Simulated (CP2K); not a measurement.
Two runs for the Si L₂,₃ edge of 2-silylpyrrole. Run A: CP2K XAS_TDP, all-electron GAPW, PBEh(45%), aug-pc-1, TDA, ZORA, spin–orbit coupling. Run B differs in one setting.

First lines with a strength over 0.0003. A:

```
                     atom  energy (eV)  states  strength, one atom
Si1 (bonded to C and 3 H)       101.14       1              0.0009
                                101.19       3              0.0073
                                101.22       1              0.0024
                                101.34       1              0.0004
                                101.39       1              0.0007
```

B:

```
                     atom  energy (eV)  states  strength, one atom
Si1 (bonded to C and 3 H)       104.69       2              0.0018
                                104.71       1              0.0003
                                104.73       2              0.0059
                                104.77       1              0.0023
                                104.88       1              0.0004
```

Q: Which was it: GW2X switched on, the functional, the basis?

GW2X switched on. GW2X shifts the lines nearly together; each 2p level gets its own shift. The lowest line over the strength cut lies at 104.69 eV, against 101.14 eV (PBEh(45%), aug-pc-1).

[Banner, clock and machine lines of the logs are left out without a mark of their own.]

[Logs are printed without paths, hosts, clocks, repeated set-up lines and the standing remarks that a program may print on its own settings, such as how far it seeks lower states.]

[Hosts, paths, dates, database ids (printed as entryN), source tags and the programs' standing remarks are cut or masked in the printed files.]
